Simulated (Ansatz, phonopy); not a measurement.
# Quasi-harmonic thermodynamics of K2Pt (Fm-3m), part 3 of 3

Aim: the lattice, expansion, heat capacity and bulk modulus of K2Pt as it warms. The starting cell is a computed one from a database.

Ansatz 0.2.0; DFT PBEsol, scalar-relativistic, plane waves, PAW.

So far, principal linear expansion coefficients at 298 K (× 1e-6/K): step 5 (the quasi-harmonic study, q-mesh 1×1×1) 40.8. Also isothermal bulk modulus at 298 K (GPa): step 5 14.4.

**7. The quasi-harmonic study, q-mesh 2×2×2**

Thermal expansion follows from how the free energy of the vibrations (and of the electrons in a metal) changes with strain, so the program makes strained cells, their phonons and a fit in one run.

This step: DFT PBEsol, scalar-relativistic, plane waves, PAW (Ansatz 0.2.0).

File input.yaml:

```yaml
crystal:
  lattice:
    - [0.0, 3.7382798494, 3.7382798494]
    - [3.7382798494, 0.0, 3.7382798494]
    - [3.7382798494, 3.7382798494, 0.0]
  atoms:
    - { symbol: K, position: [0.75, 0.75, 0.75] }
    - { symbol: K, position: [0.25, 0.25, 0.25] }
    - { symbol: Pt, position: [0.0, 0.0, 0.0] }
kpoints:
  mp_grid: { grid: [6, 6, 6] }
hamiltonian:
  xc: pbesol
scf:
  occupations: { method: fixed }
output:
  eigenvalues: true
phonons:
  method: dfpt
  qmesh: [2, 2, 2]
  temperatures: { t_max: 550.0, t_step: 50 }
  thermal_expansion: {}
```

Run with:

```bash
$ ansatz run input.yaml --threads 4 --pin off --max-ram 8192MiB --backend cpu --events-out ev --progress --plain --runs-dir out
```

Numbers of over 12 decimals in the logs are rounded to 6 here.

The log of the run:

```text
Warning: phonons: the dynamical matrix that this run interpolates holds no multipole term above the dipole-dipole one, and a site of this crystal is no centre of inversion, so its interpolated transverse optical and acoustic branches and sound speeds can stay off near Gamma, and the density of states and the thermodynamics with them. What a run solves at a wave vector of phonons.qpoints, Gamma apart, where the deck admits one, is free of this, and under fd what a larger phonons.supercell samples
[...]
Crystal: 3 atoms, lattice volume = 104.483 Å³
Basis set: ecut = 487.2 eV, 2637 PW (Γ), exchange–correlation on 80×80×80 points (8 copies of the dense FFT grid, shifted against one another)
Bands: 22, of which v1, the nominal top of the filled ones, is band 18 counted from 1 (17 counted from 0)
Symmetry: 48 space group operations
[...]
k-points: 16 of 216
[...]
SCF iter   1: F=—  HF=-15415.425874 eV  |F-HF|=—  |Δ(HF+E_count)|=         —  Δρ=2.85e-3  dr2=1.09e-2  ethr=1.77e-3  ⟨swp⟩=4.8  Hψ=1402  notcnv=0  defer=25
[...]
SCF iter   8: F=-15415.425810 eV  HF=-15415.425810 eV  |F-HF|=1.46e-11  |Δ(HF+E_count)|=  1.58e-10  Δρ=7.95e-8  dr2=3.52e-12  ethr=1.00e-12  ⟨swp⟩=7.8  Hψ=1904  notcnv=0
SCF 1 converged in 8 iterations: F = -15415.425810 eV  dr2 = 3.52e-12
[...]
relax step   1: F+E_penalty+E_count = -15415.42580977 eV  Δ(F+E_penalty+E_count) = +0.000e0 eV  max|allowed force component| = 8.481e-18 eV/Å  Δτ_max = 0.0000 Å  (8 SCF iters, accepted)
SCF converged after 8 iterations
Free energy (F): -15415.425810 eV
[...]
Internal energy: -15415.425810 eV  (E = F + TS)
E sigma→0 (E₀):  -15415.425810 eV
Fermi energy:    4.747671 eV
[...]
--- Stress (GPa, compression-positive) ---
       -0.000328       0.000000      -0.000000
        0.000000      -0.000328       0.000000
        0.000000      -0.000000      -0.000328
  P = ⅓ Tr σ = -0.0003 GPa (-0.003 kbar)
--- Band table (eV; the first three rows and the last of 16) ---
  k-point 0: bands = [... 14 lower, 4.5372, 4.6977, 4.6977, 4.6977, 8.3002, 8.3002, 8.3002, 10.4350]
  k-point 1: bands = [... 14 lower, 4.5514, 4.6600, 4.6924, 4.6924, 7.6022, 8.4573, 8.4573, 10.7291]
  k-point 2: bands = [... 14 lower, 4.5797, 4.6039, 4.6831, 4.6831, 6.6514, 8.8037, 8.8037, 10.8084]
  k-point 15: bands = [... 14 lower, 4.4518, 4.5854, 4.6948, 4.7029, 6.9028, 8.0990, 8.1246, 9.7345]
── thermal expansion: 3 new cells, 3 in all ──
thermal expansion: relaxation of cell 2
thermal expansion: relaxation of cell 3
── thermal expansion: 2 new cells, 5 in all ──
thermal expansion: relaxation of cell 4
thermal expansion: lower-state search of cell 4
thermal expansion: phonons of cell 4
thermal expansion: relaxation of cell 5
thermal expansion: phonons of cell 5
── thermal expansion: 6 new cells, 11 in all ──
thermal expansion: relaxation of cell 6
thermal expansion: relaxation of cell 7
thermal expansion: relaxation of cell 8
thermal expansion: relaxation of cell 9
thermal expansion: relaxation of cell 10
thermal expansion: relaxation of cell 11
thermal expansion: phonons of cell 6
thermal expansion: phonons of cell 7
thermal expansion: phonons of cell 8
--- Relaxed structure (1 steps of the walk, 1 accepted, 0 SCFs on fresh bases) ---
  F+E_penalty+E_count = -15415.42580977 eV   max|allowed force component| = 8.481e-18 eV/Å
  atoms:
    - { symbol: K, position: [0.75, 0.75, 0.75] }
    - { symbol: K, position: [0.25, 0.25, 0.25] }
    - { symbol: Pt, position: [0.0, 0.0, 0.0] }
--- Thermal expansion: 11 cells in 3 rounds, 0 GPa ---
  no lower state was reached at cell 4
  without vibrations: a 5.28669, b 5.28669, c 5.28669 Å, V 104.4808 Å³, B 16.79 GPa
  at 0 K: a 5.29700, b 5.29700, c 5.29700 Å, V 105.0930 Å³, B 16.51 GPa
  zero-point expansion: a +0.195, b +0.195, c +0.195, V +0.586 %
[...]
0.00    5.29700    5.29700    5.29700   105.0930 |    0.00    0.00    0.00    0.00 |   75.60 |     0.000     0.000 |    16.51    16.51
   100.00    5.30488    5.30488    5.30488   105.5633 |   26.36   26.36   26.36   79.09 |   91.69 |    66.069    65.432 |    16.02    16.17
   200.00    5.32040    5.32040    5.32040   106.4922 |   31.16   31.16   31.16   93.48 |   97.07 |    74.027    72.317 |    15.26    15.62
   298.15    5.33741    5.33741    5.33741   107.5166 |   33.80   33.80   33.80  101.40 |       - |    76.577    73.705 |    14.47    15.03
   350.00    5.34695    5.34695    5.34695   108.0947 |   35.15   35.15   35.15  105.45 |  103.69 |    77.577    74.020 |    14.04    14.71
   450.00    5.36652    5.36652    5.36652   109.2857 |   37.97   37.97   37.97  113.91 |  108.36 |    79.413    74.349 |    13.18    14.08
   550.00    5.38780    5.38780    5.38780   110.5911 |   41.30   41.30   41.30  123.89 |  113.54 |    81.414    74.515 |    12.27    13.41
[...]
vibrations' free energy: its fit leaves 0.0001 meV an atom at the most
  the electrons' free energy at temperature is not in it: every band gap is over 0.57 eV
  free energies summed between the sampled wave vectors
[...]
band gaps on the cells' k-points are 1.240 to 1.456 eV
```

Run time: 4.9 min. Hardware: 4 threads of Arm Neoverse V1, shared host; peak memory 0.88 GiB.

Numbers from this step:

```
volume expansion coefficient at 298 K            : 101.4 1e-6/K
C_P at 298 K                                     : 25.53 J/mol-atom/K
entropy at 298 K                                 : 50.79 J/mol-atom/K
isothermal bulk modulus at 298 K                 : 14.47 GPa
Grüneisen parameter at 298 K                     : 1.289
volume at 298 K                                  : 35.84 Å³/atom
principal linear expansion coefficients at 298 K : 33.8, 33.8, 33.8 1e-6/K
```

Strained cells of the study; zero-point energy where phonons were solved; the pressures are stresses at a fixed cutoff and can carry an offset from the finite basis. Expansion cells, by row:

| cell | \|a\| (Å) | \|b\| (Å) | \|c\| (Å) | V (Å³/atom) | E - E_lowest (meV/atom) | pressure (GPa) | gap (eV) | zero-point energy (meV/atom) |
| --- | --- | --- | --- | --- | --- | --- | --- | --- |
| 1 | 5.287 | 5.287 | 5.287 | 34.83 | 0 | -0.006 | 1.401 | - |
| 2 | 5.329 | 5.329 | 5.329 | 35.67 | 1.025 | -0.387 | 1.359 | - |
| 3 | 5.245 | 5.245 | 5.245 | 34.01 | 1.062 | 0.417 | 1.445 | - |
| 4 | 5.287 | 5.287 | 5.287 | 34.84 | 0 | -0.01 | 1.401 | 15.82 |
| 5 | 5.314 | 5.314 | 5.314 | 35.36 | 0.415 | -0.252 | 1.375 | 15.5 |
| 6 | 5.351 | 5.351 | 5.351 | 36.12 | 2.351 | -0.57 | 1.338 | 15.06 |
| 7 | 5.384 | 5.384 | 5.384 | 36.78 | 5.193 | -0.818 | 1.308 | 14.68 |
| 8 | 5.416 | 5.416 | 5.416 | 37.45 | 9.084 | -1.046 | 1.278 | 14.31 |
| 9 | 5.235 | 5.235 | 5.235 | 33.81 | 1.648 | 0.526 | 1.456 | - |
| 10 | 5.261 | 5.261 | 5.261 | 34.32 | 0.401 | 0.25 | 1.428 | - |
| 11 | 5.459 | 5.459 | 5.459 | 38.35 | 15.76 | -1.319 | 1.24 | - |

Quasi-harmonic; a, b, c are the run's own cell vectors. Expansion, by row:

| T (K) | a (Å) | b (Å) | c (Å) | alpha (deg) | beta (deg) | gamma (deg) | cell volume (Å³/cell) | alpha_a (1e-6/K) | alpha_b (1e-6/K) | alpha_c (1e-6/K) | alpha_V (1e-6/K) | C_P (J/mol-atom/K) | C_V (J/mol-atom/K) | S (J/mol-atom/K) | B_T (GPa) | B_S (GPa) | Grueneisen | extrapolation | fit error (1e-6/K) |
| --- | --- | --- | --- | --- | --- | --- | --- | --- | --- | --- | --- | --- | --- | --- | --- | --- | --- | --- | --- |
| 0 | 5.297 | 5.297 | 5.297 | 60 | 60 | 60 | 105.1 | 0 | 0 | 0 | 0 | 0 | 0 | 0 | 16.51 | 16.51 | - | 0 | 0 |
| 50 | 5.299 | 5.299 | 5.299 | 60 | 60 | 60 | 105.2 | 17.38 | 17.38 | 17.38 | 52.14 | 15.63 | 15.59 | 11.12 | 16.36 | 16.41 | 1.156 | 0 | 0.01 |
| 100 | 5.305 | 5.305 | 5.305 | 60 | 60 | 60 | 105.6 | 26.36 | 26.36 | 26.36 | 79.09 | 22.02 | 21.81 | 24.43 | 16.02 | 16.17 | 1.231 | 0 | 0.02 |
| 150 | 5.312 | 5.312 | 5.312 | 60 | 60 | 60 | 106 | 29.41 | 29.41 | 29.41 | 88.22 | 23.86 | 23.47 | 33.77 | 15.64 | 15.9 | 1.251 | 0 | 0.02 |
| 200 | 5.32 | 5.32 | 5.32 | 60 | 60 | 60 | 106.5 | 31.16 | 31.16 | 31.16 | 93.48 | 24.68 | 24.11 | 40.76 | 15.26 | 15.62 | 1.265 | 0 | 0.02 |
| 250 | 5.329 | 5.329 | 5.329 | 60 | 60 | 60 | 107 | 32.55 | 32.55 | 32.55 | 97.66 | 25.17 | 24.41 | 46.32 | 14.86 | 15.32 | 1.277 | 0 | 0.03 |
| 298.1 | 5.337 | 5.337 | 5.337 | 60 | 60 | 60 | 107.5 | 33.8 | 33.8 | 33.8 | 101.4 | 25.53 | 24.57 | 50.79 | 14.47 | 15.03 | 1.289 | 0 | 0.04 |
| 300 | 5.338 | 5.338 | 5.338 | 60 | 60 | 60 | 107.5 | 33.85 | 33.85 | 33.85 | 101.5 | 25.54 | 24.57 | 50.95 | 14.46 | 15.02 | 1.289 | 0 | 0.04 |
| 350 | 5.347 | 5.347 | 5.347 | 60 | 60 | 60 | 108.1 | 35.15 | 35.15 | 35.15 | 105.5 | 25.86 | 24.67 | 54.91 | 14.04 | 14.71 | 1.302 | 0 | 0.05 |
| 400 | 5.357 | 5.357 | 5.357 | 60 | 60 | 60 | 108.7 | 36.51 | 36.51 | 36.51 | 109.5 | 26.16 | 24.74 | 58.38 | 13.61 | 14.4 | 1.315 | 0 | 0.06 |
| 450 | 5.367 | 5.367 | 5.367 | 60 | 60 | 60 | 109.3 | 37.97 | 37.97 | 37.97 | 113.9 | 26.47 | 24.78 | 61.48 | 13.18 | 14.08 | 1.329 | 0 | 0.06 |
| 500 | 5.377 | 5.377 | 5.377 | 60 | 60 | 60 | 109.9 | 39.55 | 39.55 | 39.55 | 118.7 | 26.79 | 24.82 | 64.28 | 12.73 | 13.75 | 1.343 | 0 | 0.05 |
| 550 | 5.388 | 5.388 | 5.388 | 60 | 60 | 60 | 110.6 | 41.3 | 41.3 | 41.3 | 123.9 | 27.14 | 24.84 | 66.85 | 12.27 | 13.41 | 1.359 | 0 | 0.09 |

Table of expansion coefficient by temperature; values in 1e-6/K:

| temperature (K) | volume | principal 1 |
| --- | --- | --- |
| 0 | 0 | 0 |
| 50 | 52.1 | 17.4 |
| 100 | 79.1 | 26.4 |
| 150 | 88.2 | 29.4 |
| 200 | 93.5 | 31.2 |
| 250 | 97.7 | 32.5 |
| 298 | 101 | 33.8 |
| 300 | 102 | 33.9 |
| 350 | 105 | 35.1 |
| 400 | 110 | 36.5 |
| 450 | 114 | 38.0 |
| 500 | 119 | 39.5 |
| 550 | 124 | 41.3 |

Changing the q-mesh (1×1×1 → 2×2×2) takes the volume expansion at 298 K from 122 to 101 × 10⁻⁶/K and B_T from 14.4 to 14.5 GPa.

**8. Quasi-harmonic fit by phonopy**

This step: DFT PBEsol, scalar-relativistic, plane waves, PAW (phonopy 4.10.0).

Numbers from this step:

* volume expansion coefficient at 300 K: 101.5 1e-6/K
* isothermal bulk modulus at 300 K: 14.46 GPa
* C_P at 300 K: 25.64 J/mol-atom/K
* Grüneisen parameter at 300 K: 1.29

Table of energy (each curve on its own zero) by volume; values in meV/atom:

| volume (Å³/atom) | static | F at 0 K | F at 300 K | F at 550 K |
| --- | --- | --- | --- | --- |
| 34.84 | 0 | 0.75 | 3.61 | 6.55 |
| 35.36 | 0.42 | 0.84 | 2.56 | 4.3 |
| 36.12 | 2.35 | 2.34 | 2.35 | 2.35 |
| 36.78 | 5.19 | 4.8 | 3.3 | 1.75 |
| 37.45 | 9.08 | 8.32 | 5.23 | 2.09 |

Phonopy-qha, vinet fit of F(V) at each temperature. Qha vinet, by row:

| T (K) | fitted volume (Å³/atom) | alpha_V (1e-6/K) | B_T (GPa) | C_P (J/mol-atom/K) | Grueneisen |
| --- | --- | --- | --- | --- | --- |
| 100 | 35.19 | 76.34 | 16.03 | 22.36 | 1.189 |
| 150 | 35.34 | 87.53 | 15.66 | 24.17 | 1.243 |
| 200 | 35.5 | 93.22 | 15.27 | 24.89 | 1.263 |
| 250 | 35.67 | 97.53 | 14.87 | 25.31 | 1.277 |
| 300 | 35.85 | 101.5 | 14.46 | 25.64 | 1.29 |
| 350 | 36.03 | 105.5 | 14.04 | 25.94 | 1.302 |
| 400 | 36.23 | 109.6 | 13.61 | 26.23 | 1.316 |
| 450 | 36.43 | 114 | 13.17 | 26.52 | 1.33 |
| 500 | 36.64 | 118.9 | 12.72 | 26.84 | 1.344 |

The volume expansion coefficient by temperature; values in 1e-6/K:

| temperature (K) | phonopy-qha, Vinet | Ansatz's own study |
| --- | --- | --- |
| 100 | 76.3 | 79.1 |
| 150 | 87.5 | 88.2 |
| 200 | 93.2 | 93.5 |
| 250 | 97.5 | 97.7 |
| 300 | 101 | 102 |
| 350 | 105 | 105 |
| 400 | 110 | 110 |
| 450 | 114 | 114 |
| 500 | 119 | 119 |

The fit gives a volume expansion of 101 × 10⁻⁶/K at 300 K, against 101 at 298 K from the study itself, whose static fit uses more cells.

**9. Outcome**

```yaml
settings_of_these_figures: PBEsol, 487.2 eV, k 6×6×6, q 2×2×2
volume_expansion_coefficient_at_298_k: 101.4 1e-6/K
c_p_at_298_k: 25.53 J/mol-atom/K
entropy_at_298_k: 50.79 J/mol-atom/K
isothermal_bulk_modulus_at_298_k: 14.47 GPa
grueneisen_parameter_at_298_k: 1.289
volume_at_298_k: 35.84 Å³/atom
principal_linear_expansion_coefficients_at_298_k: 33.8, 33.8, 33.8 1e-6/K
```

What this shows: Near room temperature K2Pt expands by 101 × 10⁻⁶/K in volume by PBEsol, with C_P = 25.5 J/(mol K) per mole of atoms and B_T = 14.5 GPa. C_P at room temperature is 102 % of the classical 3R an atom; C_V is 98 %, and the rest is expansion work. The expansion still moved strongly between the settings tried, so its convergence is not shown. Changing the q-mesh moves the volume expansion at 298 K between 101 and 122 × 10⁻⁶/K, while the CPU time spans a factor of 4.0. The interpolation has no quadrupole term, so branches near the zone centre are less sure, since this crystal has sites that are not centres of inversion. The PAW files were made for PBE and are used here under another functional, for which the program regenerates the frozen cores.

[Logs are printed without paths, hosts, clocks, repeated set-up lines and the standing remarks that a program may print on its own settings, such as how far it seeks lower states.]

[Hosts, paths, dates, database ids (printed as entryN), source tags and the programs' standing remarks are cut or masked in the printed files.]

[A step with changed settings may run another functional than the one named; its input shows which.]

[Pressures of single members of a volume series are the stress at the run's cutoff; with an incomplete basis they can lie off −dE/dV of the same runs, and they are not shown converged.]
